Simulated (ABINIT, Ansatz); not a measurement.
# AlTlO2 (Fd-3m): changed settings of a GW run in ABINIT

A base run on AlTlO2 (Fd-3m), then changed inputs.

Method: LDA and many-body steps on it, plane waves, in ABINIT 10.8.3.

## (1) Starting point

The structure is cubic, space group Fd-3m (No. 227). Conventional cell: a = 8.085 Å, b = 8.085 Å, c = 8.085 Å, α = 90.00°, β = 90.00°, γ = 90.00°. Nearest to Al lie 4 O at 1.75 Å. Tl has 12 O at 3.35 Å and 4 Tl at 3.50 Å and 4 Al at 3.50 Å nearest. Nearest to O lie 2 Al at 1.75 Å. Farther neighbours and most contacts between anions are not listed.

Structure file:

```cif
data_structure
_symmetry_space_group_name_H-M 'Fd-3m:1'
_symmetry_Int_Tables_number 227
_cell_length_a 8.0854
_cell_length_b 8.0854
_cell_length_c 8.0854
_cell_angle_alpha 90.000
_cell_angle_beta 90.000
_cell_angle_gamma 90.000
_cell_volume 528.58
loop_
_atom_site_label
_atom_site_type_symbol
_atom_site_symmetry_multiplicity
_atom_site_Wyckoff_symbol
_atom_site_fract_x
_atom_site_fract_y
_atom_site_fract_z
_atom_site_occupancy
Al1 Al 8 b 0.25000 0.75000 0.25000 1
Tl1 Tl 8 a 0.25000 0.25000 0.25000 1
O1 O 16 d 0.12500 0.62500 0.12500 1
```

The cell and positions are those that the Materials Project relaxed with its own functionals (PBE, PBE+U or r2SCAN), kept fixed. Spin-orbit coupling is left out unless a step names it.

## (2) Screening, 2×2×2 mesh, 115 bands, screening to 114.3 eV

This step: ABINIT 10.8.3; RPA screening on LDA, plane waves, norm-conserving pseudopotentials.

The RPA dielectric matrix is built and inverted for each q.

run.abi

```
acell 3*1.0 Angstrom
rprim 
  -0.000000000000 4.042720000000 4.042720000000
  4.042720000000 -0.000000000000 4.042720000000
  4.042720000000 4.042720000000 -0.000000000000
ntypat 3
znucl 13 81 8
natom 8
typat 1 1 2 2 3 3 3 3
xred 
  0.250000000000 0.250000000000 0.250000000000
  0.000000000000 -0.000000000000 0.000000000000
  0.750000000000 0.750000000000 0.750000000000
  0.500000000000 0.500000000000 0.500000000000
  0.125000000000 0.125000000000 0.125000000000
  0.625000000000 0.125000000000 0.125000000000
  0.125000000000 0.625000000000 0.125000000000
  0.125000000000 0.125000000000 0.625000000000
pp_dirpath "pseudos"
pseudos "Al.upf, Tl.upf, O.upf"
ecut 36
ngkpt 2 2 2
nshiftk 1
shiftk 0 0 0
kptopt 1
chksymbreak 0
istwfk *1
occopt 1
irdwfk 1
optdriver 3
nband 115
ecuteps 4.2
inclvkb 2
awtr 1
symchi 1
indata_prefix "in"
outdata_prefix "out"
tmpdata_prefix "tmp"
```

Started as:

```bash
$ OMP_NUM_THREADS=1 mpirun -n 4 abinit run.abi > log
```

Log:

```text
.Version 10.8.3 of ABINIT. v10.8.2 released Aug 2026.

 Symmetries : space group Fd -3 m (#227); Bravais cF (face-center cubic)
[... echo of the input left out ...]
== DATASET  1 ==================================================================
-   mpi_nproc: 4, omp_nthreads: 1 (-1 if OMP is not activated)

--- !DatasetInfo
iteration_state: {dtset: 1, }
dimensions: {natom: 8, nkpt: 3, mband: 115, nsppol: 1, nspinor: 1, nspden: 1, mpw: 9257, }
cutoff_energies: {ecut:  36.0, pawecutdg:  -1.0, }
electrons: {nelect:   5.60000000E+01, charge:   0.00000000E+00, occopt:   1.00000000E+00, tsmear:   1.00000000E-02, }

 SCREENING: Calculation of the susceptibility and dielectric matrices

 Based on a program developped by R.W. Godby, V. Olevano, G. Onida, and L. Reining.
 Incorporated in ABINIT by V. Olevano, G.-M. Rignanese, and M. Torrent.
.Using double precision arithmetic ; gwpc =  8

[... cell and pseudopotentials left out ...]
--------------------------------------------------------------------------------

 ==== K-mesh for the wavefunctions ====
 Number of points in the irreducible wedge :     3
[... list of points left out ...]
 Together with 48 symmetry operations and time-reversal symmetry
 yields     8 points in the full Brillouin Zone.

 ==== Q-mesh for the screening function ====
 Number of points in the irreducible wedge :     3
[... list of points left out ...]
 Together with 48 symmetry operations and time-reversal symmetry
 yields     8 points in the full Brillouin Zone.

 setmesh: FFT mesh size selected  =    40x   40x   40
          total number of points  =        64000

 vcoul_init : cutoff-mode = AUXILIARY_FUNCTION
 q-points for optical limit:   1
     1)      0.000010    0.000020    0.000030

- screening: taking advantage of time-reversal symmetry
- Maximum band index for partially occupied states nbvw = 28
- Remaining bands to be divided among processors   nbcw = 87
- Number of bands treated by each node ~21

 Number of electrons calculated from density =   56.0000; Expected =   56.0000
 average of density, n =  0.062797
 r_s =    1.5607
 omega_plasma =   24.1727 [eV]

 calculating chi0 at frequencies [eV] :
  1    0.000000E+00    0.000000E+00
  2    0.000000E+00    2.417274E+01

--------------------------------------------------------------------------------
  q-point number  1        q = ( 0.000000, 0.000000, 0.000000) [r.l.u.]
--------------------------------------------------------------------------------
[... chi0 elements left out ...]
 For q-point:  0.000010 0.000020 0.000030
  dielectric constant =   5.3858
  dielectric constant without local fields =   6.1772

  Average fulfillment of the sum rule on Im[epsilon] for q-point    1 :     53.49  [%]
[... wings left out ...]
  q-point number  2        q = ( 0.500000, 0.000000, 0.000000) [r.l.u.]
--------------------------------------------------------------------------------
[... chi0 elements left out ...]
  Average fulfillment of the sum rule on Im[epsilon] for q-point    2 :     63.25  [%]

 [... 1 further q-points ...]
```

It took 47 s on 4 MPI ranks of Arm Neoverse N1, shared host; peak memory 1.4 GiB; 3.2 min of CPU time.

This step gave:

```
ε∞ with local fields, on this mesh, along the program's q direction : 5.386
the same without local fields                                       : 6.177
plasma frequency                                                    : 24.17 eV
plane waves in the screening matrix                                 : 339
```

Local fields lower ε∞ by 13 %. On a Γ-centred mesh this coarse the value itself is usually too large, while a short band sum pulls it down.

## (3) Base

The self-energy is evaluated for the states that the input lists, and the levels follow from it, in one-shot runs by the linearised quasiparticle equation.

This step: G0W0 on LDA, plane waves, norm-conserving pseudopotentials.

run.abi: that of step 2 with these lines changed.

```diff
@@ -29,8 +29,17 @@
 irdwfk 1
-optdriver 3
+optdriver 4
 nband 115
+gwcalctyp 0
+ecutsigx 36
+symsigma 1
+nkptgw 2
+kptgw 
+  0.5000000000 0.0000000000 0.0000000000
+  0.0000000000 0.0000000000 0.0000000000
+bdgw 
+  26 31
+  26 31
 ecuteps 4.2
-inclvkb 2
-awtr 1
-symchi 1
+irdscr 1
+ppmodel 1
 indata_prefix "in"
```

Log:

```text
.Version 10.8.3 of ABINIT. v10.8.2 released Aug 2026.

 Symmetries : space group Fd -3 m (#227); Bravais cF (face-center cubic)
[... echo of the input left out ...]
== DATASET  1 ==================================================================
-   mpi_nproc: 4, omp_nthreads: 1 (-1 if OMP is not activated)

--- !DatasetInfo
iteration_state: {dtset: 1, }
dimensions: {natom: 8, nkpt: 3, mband: 115, nsppol: 1, nspinor: 1, nspden: 1, mpw: 9257, }
cutoff_energies: {ecut:  36.0, pawecutdg:  -1.0, }
electrons: {nelect:   5.60000000E+01, charge:   0.00000000E+00, occopt:   1.00000000E+00, tsmear:   1.00000000E-02, }

 SIGMA: Calculation of the GW corrections

 Based on a program developped by R.W. Godby, V. Olevano, G. Onida, and L. Reining.
 Incorporated in ABINIT by V. Olevano, G.-M. Rignanese, and M. Torrent.
.Using double precision arithmetic ; gwpc =  8

[... cell and pseudopotentials left out ...]
--------------------------------------------------------------------------------

 ==== K-mesh for the wavefunctions ====
 Number of points in the irreducible wedge :     3
[... list of points left out ...]
 Together with 48 symmetry operations and time-reversal symmetry
 yields     8 points in the full Brillouin Zone.

 ==== Q-mesh for screening function ====
 Number of points in the irreducible wedge :     3
[... list of points left out ...]
 Together with 48 symmetry operations and time-reversal symmetry
 yields     8 points in the full Brillouin Zone.

 vcoul_init : cutoff-mode = AUXILIARY_FUNCTION
 q-points for optical limit:   1
     1)      0.000010    0.000020    0.000030
 setmesh: FFT mesh size selected  =    60x   60x   60
          total number of points  =       216000

 Number of electrons calculated from density =   56.0000; Expected =   56.0000
 average of density, n =  0.062797
 r_s =    1.5607
 omega_plasma =   24.1727 [eV]

 === KS Band Gaps ===
  >>>> For spin  1
   Minimum direct gap =   2.4897 [eV], located at k-point      :   0.5000  0.0000  0.0000
   Fundamental gap    =   2.4897 [eV], Top of valence bands at :   0.5000  0.0000  0.0000
                                       Bottom of conduction at :   0.5000  0.0000  0.0000
 SIGMA fundamental parameters:
 PLASMON POLE MODEL  1
 number of plane-waves for SigmaX                 9257
 number of plane-waves for SigmaC and W            339
 number of plane-waves for wavefunctions          9257
 number of bands                                   115
 number of independent spin polarizations            1
 number of spinorial components                      1
 number of k-points in IBZ                           3
 number of q-points in IBZ                           3
 number of symmetry operations                      48
 number of k-points in BZ                            8
 number of q-points in BZ                            8
 number of frequencies for dSigma/dE                 9
 frequency step for dSigma/dE [eV]                0.25
 number of omega for Sigma on real axis              0
 max omega for Sigma on real axis  [eV]           0.00
 zcut for avoiding poles [eV]                     0.10

 EPSILON^-1 parameters (SCR file):
 dimension of the eps^-1 matrix on file            339
 dimension of the eps^-1 matrix used               339
 number of plane-waves for wavefunctions          9257
 number of bands                                   115
 number of q-points in IBZ                           3
 number of frequencies                               2
 number of real frequencies                          1
 number of imag frequencies                          1

 matrix elements of self-energy operator (all in [eV])

 Perturbative Calculation

--- !SelfEnergy_ee
iteration_state: {dtset: 1, }
kpoint     : [   0.500,    0.000,    0.000, ]
spin       : 1
KS_gap     :    2.490
QP_gap     :    3.360
Delta_QP_KS:    0.871
data: !SigmaeeData |
     Band     E0 <VxcDFT>   SigX SigC(E0)      Z dSigC/dE  Sig(E)    E-E0       E
       26   1.674 -18.590 -23.653   4.998   0.758  -0.320 -18.640  -0.050   1.624
       27   1.674 -18.590 -23.653   4.998   0.758  -0.320 -18.640  -0.050   1.624
       28   2.346 -19.322 -24.299   5.029   0.757  -0.322 -19.282   0.040   2.386
       29   4.835 -10.240  -6.578  -2.571   0.835  -0.198  -9.329   0.911   5.746
       30   5.623 -11.810  -8.399  -2.060   0.820  -0.220 -10.702   1.108   6.731
       31   5.623 -11.810  -8.399  -2.060   0.820  -0.220 -10.702   1.108   6.731

--- !SelfEnergy_ee
iteration_state: {dtset: 1, }
kpoint     : [   0.000,    0.000,    0.000, ]
spin       : 1
KS_gap     :    2.507
QP_gap     :    3.433
Delta_QP_KS:    0.925
data: !SigmaeeData |
     Band     E0 <VxcDFT>   SigX SigC(E0)      Z dSigC/dE  Sig(E)    E-E0       E
[...]
29   4.843  -9.345  -5.679  -2.517   0.837  -0.195  -8.383   0.962   5.805
       30   4.843  -9.345  -5.679  -2.517   0.837  -0.195  -8.383   0.962   5.805
       31   4.843  -9.345  -5.679  -2.517   0.837  -0.195  -8.383   0.962   5.805

== END DATASET(S) ==============================================================
================================================================================

 -outvars: echo values of variables after computation  --------
           etotal      0.0000000000E+00
            nband         115
             nkpt           3
          spgroup         227
 [... the other variables as echoed above ...]

 Calculation completed.
```

It took 20 s on 4 MPI ranks; peak memory 1.2 GiB.

Numbers from this step:

* G0W0 gap on the points computed: 3.360 eV
* starting gap on the mesh: 2.490 eV
* k of the valence top: 0.5, 0, 0
* k of the conduction bottom: 0.5, 0, 0
* Z at the valence top: 0.757
* Z at the conduction bottom: 0.835
* least direct G0W0 gap on the computed points: 3.360 eV

The gap on the mesh goes from 2.49 eV to 3.36 eV, a correction of +0.87 eV.

## (4) Scissors in G

run.abi: that of step 3 with these lines changed.

```diff
@@ -44,2 +44,3 @@
 ppmodel 1
+mbpt_sciss 0.5 eV
 indata_prefix "in"
```

Log:

```text
.Version 10.8.3 of ABINIT. v10.8.2 released Aug 2026.

 Symmetries : space group Fd -3 m (#227); Bravais cF (face-center cubic)
[... echo of the input left out ...]
== DATASET  1 ==================================================================
-   mpi_nproc: 4, omp_nthreads: 1 (-1 if OMP is not activated)

--- !DatasetInfo
iteration_state: {dtset: 1, }
dimensions: {natom: 8, nkpt: 3, mband: 115, nsppol: 1, nspinor: 1, nspden: 1, mpw: 9257, }
cutoff_energies: {ecut:  36.0, pawecutdg:  -1.0, }
electrons: {nelect:   5.60000000E+01, charge:   0.00000000E+00, occopt:   1.00000000E+00, tsmear:   1.00000000E-02, }

 SIGMA: Calculation of the GW corrections

 Based on a program developped by R.W. Godby, V. Olevano, G. Onida, and L. Reining.
 Incorporated in ABINIT by V. Olevano, G.-M. Rignanese, and M. Torrent.
.Using double precision arithmetic ; gwpc =  8

[... cell and pseudopotentials left out ...]
--------------------------------------------------------------------------------

 ==== K-mesh for the wavefunctions ====
 Number of points in the irreducible wedge :     3
[... list of points left out ...]
 Together with 48 symmetry operations and time-reversal symmetry
 yields     8 points in the full Brillouin Zone.

 ==== Q-mesh for screening function ====
 Number of points in the irreducible wedge :     3
[... list of points left out ...]
 Together with 48 symmetry operations and time-reversal symmetry
 yields     8 points in the full Brillouin Zone.

 vcoul_init : cutoff-mode = AUXILIARY_FUNCTION
 q-points for optical limit:   1
     1)      0.000010    0.000020    0.000030
 setmesh: FFT mesh size selected  =    60x   60x   60
          total number of points  =       216000

 Number of electrons calculated from density =   56.0000; Expected =   56.0000
[...]
max omega for Sigma on real axis  [eV]           0.00
 zcut for avoiding poles [eV]                     0.10
 scissor energy [eV]                              0.50

 EPSILON^-1 parameters (SCR file):
 dimension of the eps^-1 matrix on file            339
 dimension of the eps^-1 matrix used               339
 number of plane-waves for wavefunctions          9257
 number of bands                                   115
 number of q-points in IBZ                           3
 number of frequencies                               2
 number of real frequencies                          1
 number of imag frequencies                          1

 matrix elements of self-energy operator (all in [eV])

 Perturbative Calculation

--- !SelfEnergy_ee
iteration_state: {dtset: 1, }
kpoint     : [   0.500,    0.000,    0.000, ]
spin       : 1
KS_gap     :    2.490
QP_gap     :    3.414
Delta_QP_KS:    0.924
data: !SigmaeeData |
     Band     E0 <VxcDFT>   SigX SigC(E0)      Z dSigC/dE  Sig(E)    E-E0       E
       26   1.674 -18.590 -23.653   5.015   0.758  -0.319 -18.627  -0.036   1.637
       27   1.674 -18.590 -23.653   5.015   0.758  -0.319 -18.627  -0.036   1.637
       28   2.346 -19.322 -24.299   5.048   0.757  -0.321 -19.268   0.054   2.400
[...]
--- !SelfEnergy_ee
iteration_state: {dtset: 1, }
kpoint     : [   0.000,    0.000,    0.000, ]
spin       : 1
KS_gap     :    2.507
QP_gap     :    3.486
Delta_QP_KS:    0.979
data: !SigmaeeData |
     Band     E0 <VxcDFT>   SigX SigC(E0)      Z dSigC/dE  Sig(E)    E-E0       E
[...]
30   4.843  -9.345  -5.679  -2.535   0.838  -0.194  -8.316   1.029   5.872
       31   4.843  -9.345  -5.679  -2.535   0.838  -0.194  -8.316   1.029   5.872

== END DATASET(S) ==============================================================
================================================================================

 -outvars: echo values of variables after computation  --------
           etotal      0.0000000000E+00
            nband         115
             nkpt           3
          spgroup         227
 [... the other variables as echoed above ...]

 Calculation completed.
```

It took 20 s on 4 MPI ranks; peak memory 1.2 GiB.

This step gave:

```
G0W0 gap on the points computed              : 3.414 eV
starting gap on the mesh                     : 2.490 eV
k of the valence top                         : 0.5, 0, 0
k of the conduction bottom                   : 0.5, 0, 0
Z at the valence top                         : 0.757
Z at the conduction bottom                   : 0.836
least direct G0W0 gap on the computed points : 3.414 eV
```

## (5) The runs together

Times are wall times on 4 MPI ranks of Arm Neoverse N1, shared host, good to a factor of about two. A run's time includes the screening step that it read.

| run | mesh | bands | screening cutoff (eV) | DFT gap (eV) | gap on the mesh (eV) | direct (eV) | ε∞ used | time |
| --- | --- | --- | --- | --- | --- | --- | --- | --- |
| base | 2×2×2 | 115 | 114.3 | 2.490 | 3.360 | 3.360 | 5.39 | 68 s |
| scissors in G | 2×2×2 | 115 | 114.3 | 2.490 | 3.414 | 3.414 | 5.39 | 68 s |

## (6) Results

```json
{
 "base": "3.360 eV",
 "scissors in G": "3.414 eV",
 "known limits": "not at the basis limit; exchange with frozen shells missing; no spin-orbit coupling; coarse k mesh"
}
```

**Reading.** Scissors in G: +0.054 eV against base (keys changed: mbpt_sciss). Bands and cutoff are finite, so the gap is not at the basis limit. The miss can reach some tenths of an eV and take either sign; the mesh is an error of its own. In the first G0W0 run levels were corrected at 2 k points alone, so a gap called «on the mesh» is the least over those, and an edge elsewhere would be missed. A denser mesh or path gives a starting gap of 2.15 eV: the GW mesh misses a band edge, so its gaps are not the fundamental one. The 2×2×2 mesh is coarse for this cell, which bears on the long-range parts of exchange and screening. Where an edge is built on 6p states of lead, bismuth or thallium, scalar-relativistic gaps usually stand too wide, by a few tenths to over one eV. The norm-conserving file of at least one element keeps a d shell over frozen s and p shells of the same row. Exchange with those shells is missing from the self-energy, an error of 0.3 to 0.9 eV in cases checked, whose sign depends on which edge lies on those atoms. The many-body steps are scalar-relativistic: spin-orbit coupling is not in them.

[Paths, hosts, dates, memory and timing lines, banners, echoed tables and standing remarks are left out of the program output.]

[Logs are printed without paths, hosts, clocks, repeated set-up lines and the standing remarks that a program may print on its own settings, such as how far it seeks lower states.]

[Runs of the session that timed out or met a known fault of the program may be left out.]

[No measured gap is set beside runs whose start may be inverted or whose files or cutoffs have a known fault.]

[Hosts, paths, dates, database ids (printed as entryN), source tags and the programs' standing remarks are cut or masked in the printed files.]

[G0W0 gaps are taken among the corrected bands and points alone; a level outside them can change the order at an edge.]

[Where Ansatz stands beside ABINIT at settings called matched, ABINIT's density can come from a denser mesh and the files from another edition; pairs whose starting gaps differed by over 0.03 eV were left out, so agreement reads better than it is.]
